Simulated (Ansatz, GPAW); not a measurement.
# Work function of a 11-layer slab of Ir(110) at several levels, part 2 of 4

How far do functional and basis move the work function of a 11-layer slab of Ir(110)?

GPAW 26.7.0 and Ansatz 0.2.0; Ansatz plane waves; slab in vacuum with a dipole correction, relaxation (the session's first sound run).

So far: Starting point; Relaxation.

### 2. Relaxation (continued)

The valence density, planar mean oscillates, so the rows of the table below give means over windows of 1 Å about each position, cut where the curve ends. Its maxima inside the range that stand out by 2 % of the span (Å: e/Å³): 9.1: 1.41, 10.4: 1.47, 11.7: 1.47, 13.0: 1.46, 14.5: 1.46, 15.8: 1.46, 17.3: 1.47, 18.6: 1.47, 19.9: 1.45, 21.3: 1.49, 22.5: 1.45. Its minima: 9.6: 0.893, 11.0: 0.901, 12.4: 0.884, 13.7: 0.881, 15.1: 0.861, 16.5: 0.827, 17.8: 0.919, 19.3: 0.868, 20.6: 0.765, 21.9: 1.16.

Table of valence density, planar mean by z; means over each step:

z (Å), valence density, planar mean (e/Å³) and a bar:
```
        5       0.00 
        6       0.00 
        7       0.01 
        8       0.24 #####
        9       1.22 ############################
       10       1.19 ###########################
       11       1.12 ##########################
       12       1.22 ############################
       13       1.28 #############################
       14       1.16 ###########################
       15       1.10 #########################
       16       1.24 ############################
       17       1.23 ############################
       18       1.15 ##########################
       19       1.14 ##########################
       20       1.26 #############################
       21       1.14 ##########################
       22       1.31 ##############################
       23       0.87 ####################
       24       0.06 #
       25       0.00 
       26       0.00 
       27       0.00
```

The relaxation lowered the energy of the cell by 0.118 eV.

### 3. Plane waves, PBE

With the geometry fixed, the planar mean of the potential gives the vacuum level on each side.

This step: GPAW, PAW setups; slab in vacuum (GPAW 26.7.0).

run.py

```python
import json
import numpy as np
from ase import Atoms
from gpaw import GPAW, PW

slab = Atoms(
    ['Ir', 'Ir', 'Ir', 'Ir', 'Ir', 'Ir', 'Ir', 'Ir', 'Ir', 'Ir', 'Ir'],
    positions=[
        [0.00000, 0.00000, 9.00000],
        [1.92000, 1.35765, 10.35765],
        [0.00000, 0.00000, 11.71529],
        [1.92000, 1.35765, 13.07294],
        [0.00000, 0.00000, 14.43058],
        [1.92000, 1.35765, 15.81445],
        [0.00000, 0.00000, 17.20994],
        [1.92000, 1.35765, 18.54780],
        [0.00000, 0.00000, 19.92365],
        [1.92000, 1.35765, 21.37071],
        [-0.00000, -0.00000, 22.56359]],
    cell=[[3.84, 0.0, 0.0], [0.0, 2.71529, 0.0], [0.0, 0.0, 31.57645]],
    pbc=[True, True, False])

slab.calc = GPAW(mode=PW(400), xc='PBE', kpts={'size': (8, 12, 1), 'gamma': True},
                 occupations={'name': 'fermi-dirac', 'width': 0.1}, nbands='160%',
                 convergence={'density': 1e-05}, maxiter=200,
                 poissonsolver={'dipolelayer': 'xy'},
                 symmetry={'tolerance': 1e-3}, txt='slab.txt')
result = {}
energy = slab.get_potential_energy()
fermi = slab.calc.get_fermi_level()
v = slab.calc.get_electrostatic_potential().mean((0, 1)) - fermi
n = slab.calc.get_pseudo_density().mean((0, 1))
L = slab.cell[2, 2]
z = np.arange(len(v)) * L / len(v)
low, high = slab.positions[:, 2].min(), slab.positions[:, 2].max()
below, above = np.interp([low - 6.8, high + 6.8], z, v)
slopes = [np.interp(x, z, np.gradient(v, z)) for x in (low - 6.8, high + 6.8)]
eps = np.array([[slab.calc.get_eigenvalues(k, s) for k in range(len(slab.calc.get_ibz_k_points()))]
                for s in range(slab.calc.get_number_of_spins())]) - fermi
top, bottom = eps[eps < 0].max(), eps[eps > 0].min()
dipole = slab.get_dipole_moment()[2]
print(f'energy {energy:.4f} eV, Fermi level {fermi:.4f} eV, dipole {dipole:.5f} e A')
print(f'potential 6.8 A off the faces, from the Fermi level: lower {below:.4f} eV, upper {above:.4f} eV')
print(f'slope of the potential there: lower {slopes[0]:.5f}, upper {slopes[1]:.5f} eV/A')
print(f'nearest levels on the mesh: {top:.4f} and {bottom:.4f} eV')
print('magnetic moment', round(slab.get_magnetic_moment(), 3))
result.update(energy=energy, fermi=fermi, dipole=dipole, below=below, above=above, slopes=slopes, edges=[top, bottom],
              z=z.tolist(), v=v.tolist(), n=n.tolist(), positions=slab.positions.tolist(),
              forces=slab.get_forces(apply_constraint=False).tolist(), moments=slab.get_magnetic_moments().tolist())
json.dump(result, open('result.json', 'w'))
```

Command:

```bash
$ OMP_NUM_THREADS=1 OPENBLAS_NUM_THREADS=1 python run.py
```

Numbers of over 12 decimals in the logs are rounded to 6 here.

Log:

```text
energy -98.9959 eV, Fermi level 4.4002 eV, dipole 0.00523 e A
potential 6.8 A off the faces, from the Fermi level: lower 5.0076 eV, upper 4.9180 eV
slope of the potential there: lower -0.00011, upper 0.00011 eV/A
nearest levels on the mesh: -0.0178 and 0.0020 eV
magnetic moment 0.0
```

Run time: 63 min. Hardware: 1 thread of Arm Neoverse N1, shared host; peak memory 0.72 GiB.

This step gave:

| Item | Value |
| --- | --- |
| dipole along the normal | 0.005232 e·Å |
| levels nearest the Fermi level on the mesh | -0.01784, 0.001995 eV from the Fermi level |
| upper work function | 4.918 eV |
| lower work function | 5.008 eV |

The electrostatic potential energy of an electron (without an applied field's), less the Fermi level, planar mean oscillates, so the rows of the table below give means over windows of 1.4 Å about each position, cut where the curve ends. Its maxima inside the range that stand out by 2 % of the span (Å: eV): 9.7: -10.2, 11.1: -10.8, 12.4: -10.9, 13.7: -10.8, 15.1: -10.3, 16.5: -10.1, 17.8: -11.3, 19.2: -10.4, 20.6: -9.11, 22.0: -14.0. Its minima: 9.0: -17.7, 10.3: -18.8, 11.7: -19.1, 13.1: -19.0, 14.4: -18.9, 15.8: -18.9, 17.2: -19.0, 18.6: -19.0, 19.9: -18.6, 21.4: -19.4, 22.6: -18.5.

The electrostatic potential energy of an electron (without an applied field's), less the Fermi level, planar mean by z; means over each step:

```
z (Å)  electrostatic potential energy of an electron (without an applied field's), less the Fermi level, planar mean (eV)
 0.70                                                                                                                5.00
 2.10                                                                                                                5.01
 3.50                                                                                                                5.01
 4.90                                                                                                                5.01
 6.30                                                                                                                4.94
 7.70                                                                                                                2.44
 9.10                                                                                                               -12.9
10.50                                                                                                               -14.7
11.90                                                                                                               -14.8
13.30                                                                                                               -14.8
14.70                                                                                                               -14.6
16.10                                                                                                               -14.4
17.50                                                                                                               -15.0
18.90                                                                                                               -14.7
20.30                                                                                                               -13.8
21.70                                                                                                               -16.5
23.10                                                                                                               -7.40
24.50                                                                                                                4.46
25.90                                                                                                                4.91
27.30                                                                                                                4.92
28.70                                                                                                                4.92
30.10                                                                                                                4.92
```

The pseudo valence density, planar mean oscillates, so the rows of the table below give means over windows of 1 Å about each position, cut where the curve ends. Its maxima inside the range that stand out by 2 % of the span (Å: e/Å³): 9.0: 1.45, 10.3: 1.49, 11.8: 1.45, 13.1: 1.51, 14.4: 1.50, 15.9: 1.46, 17.2: 1.50, 18.5: 1.48, 20.0: 1.48, 21.5: 1.47, 22.6: 1.49. Its minima: 9.7: 0.691, 11.0: 0.702, 12.5: 0.696, 13.7: 0.685, 15.0: 0.682, 16.5: 0.655, 17.8: 0.710, 19.3: 0.692, 20.6: 0.616, 21.9: 0.867.

Pseudo valence density, planar mean against z; means over each step:

```
z (Å)  pseudo valence density, planar mean (e/Å³)
    5                                      6.6e-5
    6                                      8.8e-4
    7                                      0.0123
    8                                       0.205
    9                                        1.09
   10                                        1.05
   11                                       0.946
   12                                        1.09
   13                                        1.16
   14                                        1.01
   15                                       0.936
   16                                        1.12
   17                                        1.11
   18                                       0.985
   19                                       0.995
   20                                        1.14
   21                                        1.02
   22                                        1.12
   23                                       0.771
   24                                      0.0616
   25                                     0.00372
   26                                      2.7e-4
   27                                      2.0e-5
```

Force by atom:

```
atom  x (eV/Å)  y (eV/Å)  z (eV/Å)  size
 Ir1      0.00      0.00      1.26  1.26
 Ir2      0.00      0.00     -1.20  1.20
 Ir3      0.00      0.00     -0.44  0.44
 Ir4      0.00      0.00      0.50  0.50
 Ir5      0.00      0.00     -0.04  0.04
 Ir6      0.00      0.00      0.00  0.00
 Ir7      0.00      0.00     -0.01  0.01
 Ir8      0.00      0.00      0.00  0.00
 Ir9      0.00      0.00     -0.01  0.01
Ir10      0.00      0.00     -0.02  0.02
Ir11      0.00      0.00     -0.04  0.04
```

The potential is flat to 1.1e-4 eV/Å where it is read, so the vacuum is wide enough. The geometry is the other program's minimum; here the largest force on a free atom is 0.039 eV/Å.

### 4. Self-consistent run: xc = "vdW-DF2"

The same geometry under vdW-DF2, to see how far the functional moves the levels against the vacuum (the van der Waals functionals take revPBE setups).

Edit run.py of step 3 so:

```diff
@@ -22,3 +22,3 @@
 
-slab.calc = GPAW(mode=PW(400), xc='PBE', kpts={'size': (8, 12, 1), 'gamma': True},
+slab.calc = GPAW(mode=PW(400), xc='vdW-DF2', kpts={'size': (8, 12, 1), 'gamma': True},
                  occupations={'name': 'fermi-dirac', 'width': 0.1}, nbands='160%',
```

Log:

```text
energy -1804.6904 eV, Fermi level 4.3627 eV, dipole 0.00541 e A
potential 6.8 A off the faces, from the Fermi level: lower 5.3625 eV, upper 5.2698 eV
slope of the potential there: lower -0.00010, upper 0.00005 eV/A
nearest levels on the mesh: -0.0185 and 0.0090 eV
magnetic moment 0.0
```

It took 1.6 h on 1 thread; peak memory 0.9 GiB.

Numbers from this step:

```yaml
dipole_along_the_normal: 0.005410 e·Å
levels_nearest_the_fermi_level_on_the_mesh: -0.01854, 0.009006 eV from the Fermi level
upper_work_function: 5.270 eV
lower_work_function: 5.362 eV
```

The electrostatic potential energy of an electron (without an applied field's), less the Fermi level, planar mean oscillates, so the rows of the table below give means over windows of 1.4 Å about each position, cut where the curve ends. Its maxima inside the range that stand out by 2 % of the span (Å: eV): 9.7: -10.5, 11.1: -11.1, 12.4: -11.2, 13.7: -11.1, 15.1: -10.6, 16.5: -10.4, 17.8: -11.6, 19.2: -10.7, 20.6: -9.41, 22.0: -14.2. Its minima: 9.0: -17.9, 10.3: -19.1, 11.7: -19.3, 13.1: -19.3, 14.4: -19.2, 15.8: -19.1, 17.2: -19.2, 18.6: -19.3, 19.9: -18.9, 21.4: -19.7, 22.6: -18.7.

The electrostatic potential energy of an electron (without an applied field's), less the Fermi level, planar mean by z; means over each step:

```
z (Å)  electrostatic potential energy of an electron (without an applied field's), less the Fermi level, planar mean (eV)
 0.70                                                                                                                5.36
 2.10                                                                                                                5.36
 3.50                                                                                                                5.36
 4.90                                                                                                                5.36
 6.30                                                                                                                5.28
 7.70                                                                                                                2.55
 9.10                                                                                                               -13.1
10.50                                                                                                               -15.0
11.90                                                                                                               -15.1
13.30                                                                                                               -15.1
14.70                                                                                                               -14.9
16.10                                                                                                               -14.7
17.50                                                                                                               -15.3
18.90                                                                                                               -15.0
20.30                                                                                                               -14.1
21.70                                                                                                               -16.8
23.10                                                                                                               -7.51
24.50                                                                                                                4.71
25.90                                                                                                                5.25
27.30                                                                                                                5.27
28.70                                                                                                                5.27
30.10                                                                                                                5.27
```

The pseudo valence density, planar mean oscillates, so the rows of the table below give means over windows of 2 Å about each position, cut where the curve ends. Its maxima inside the range that stand out by 2 % of the span (Å: e/Å³): 9.0: 1.45, 10.3: 1.49, 11.8: 1.45, 13.1: 1.51, 14.4: 1.50, 15.9: 1.46, 17.2: 1.51, 18.5: 1.48, 20.0: 1.48, 21.5: 1.47, 22.6: 1.49. Its minima: 9.7: 0.691, 11.0: 0.702, 12.5: 0.696, 13.7: 0.685, 15.0: 0.682, 16.5: 0.655, 17.8: 0.710, 19.3: 0.692, 20.6: 0.617, 21.9: 0.867.

Table of pseudo valence density, planar mean by z; means over each step:

```
z (Å)  pseudo valence density, planar mean (e/Å³)
    4                                      1.5e-5
    6                                     0.00215
    8                                       0.367
   10                                        1.06
   12                                        1.04
   14                                        1.09
   16                                       0.981
   18                                        1.13
   20                                       0.945
   22                                        1.18
   24                                       0.128
   26                                      7.2e-4
   28                                      5.3e-6
```

Force by atom:

```
atom  x (eV/Å)  y (eV/Å)  z (eV/Å)  size
 Ir1      0.00      0.00     -0.45  0.45
 Ir2      0.00      0.00     -1.66  1.66
 Ir3      0.00      0.00     -0.43  0.43
 Ir4      0.00      0.00      0.52  0.52
 Ir5      0.00      0.00      0.03  0.03
 Ir6      0.00      0.00     -0.01  0.01
 Ir7      0.00      0.00     -0.09  0.09
 Ir8      0.00      0.00      0.07  0.07
 Ir9      0.00      0.00     -0.04  0.04
Ir10      0.00      0.00      0.32  0.32
Ir11      0.00      0.00      1.76  1.76
```

The upper face's work function is 5.270 eV, against 4.918 eV in the first plane-wave PBE run at this geometry.

### 5. Self-consistent run: xc = "revPBE"

The same geometry under revPBE, to see how far the functional moves the levels against the vacuum.

Edit run.py of step 4 so:

```diff
@@ -22,3 +22,3 @@
 
-slab.calc = GPAW(mode=PW(400), xc='vdW-DF2', kpts={'size': (8, 12, 1), 'gamma': True},
+slab.calc = GPAW(mode=PW(400), xc='revPBE', kpts={'size': (8, 12, 1), 'gamma': True},
                  occupations={'name': 'fermi-dirac', 'width': 0.1}, nbands='160%',
```

Log:

```text
energy -93.6270 eV, Fermi level 4.4961 eV, dipole 0.00515 e A
potential 6.8 A off the faces, from the Fermi level: lower 4.8659 eV, upper 4.7777 eV
slope of the potential there: lower -0.00012, upper 0.00011 eV/A
nearest levels on the mesh: -0.0005 and 0.0107 eV
magnetic moment 0.0
```

Elapsed: 60 min, on 1 thread; peak memory 0.72 GiB.

Numbers from this step:

```yaml
dipole_along_the_normal: 0.005151 e·Å
levels_nearest_the_fermi_level_on_the_mesh: -4.89e-4, 0.01073 eV from the Fermi level
upper_work_function: 4.778 eV
lower_work_function: 4.866 eV
```

The upper face's work function is 4.778 eV, against 4.918 eV in the first plane-wave PBE run at this geometry.

### 6. Self-consistent run: xc = "RPBE"

The same geometry under RPBE, to see how far the functional moves the levels against the vacuum.

Edit run.py of step 5 so:

```diff
@@ -22,3 +22,3 @@
 
-slab.calc = GPAW(mode=PW(400), xc='revPBE', kpts={'size': (8, 12, 1), 'gamma': True},
+slab.calc = GPAW(mode=PW(400), xc='RPBE', kpts={'size': (8, 12, 1), 'gamma': True},
                  occupations={'name': 'fermi-dirac', 'width': 0.1}, nbands='160%',
```

Log:

```text
energy -92.3744 eV, Fermi level 4.5160 eV, dipole 0.00513 e A
potential 6.8 A off the faces, from the Fermi level: lower 4.8488 eV, upper 4.7609 eV
slope of the potential there: lower -0.00014, upper 0.00011 eV/A
nearest levels on the mesh: -0.0015 and 0.0121 eV
magnetic moment 0.0
```

Wall time 70 min (1 thread); peak memory 0.72 GiB.

Numbers from this step:

* dipole along the normal: 0.005135 e·Å
* levels nearest the Fermi level on the mesh: -0.001467, 0.01209 eV from the Fermi level
* upper work function: 4.761 eV
* lower work function: 4.849 eV

The upper face's work function is 4.761 eV, against 4.918 eV in the first plane-wave PBE run at this geometry.

(Part 2 of 4 ends here.)

[Logs are printed without paths, hosts, clocks, repeated set-up lines and the standing remarks that a program may print on its own settings, such as how far it seeks lower states.]

[Hosts, paths, dates, database ids (printed as entryN), source tags and the programs' standing remarks are cut or masked in the printed files.]
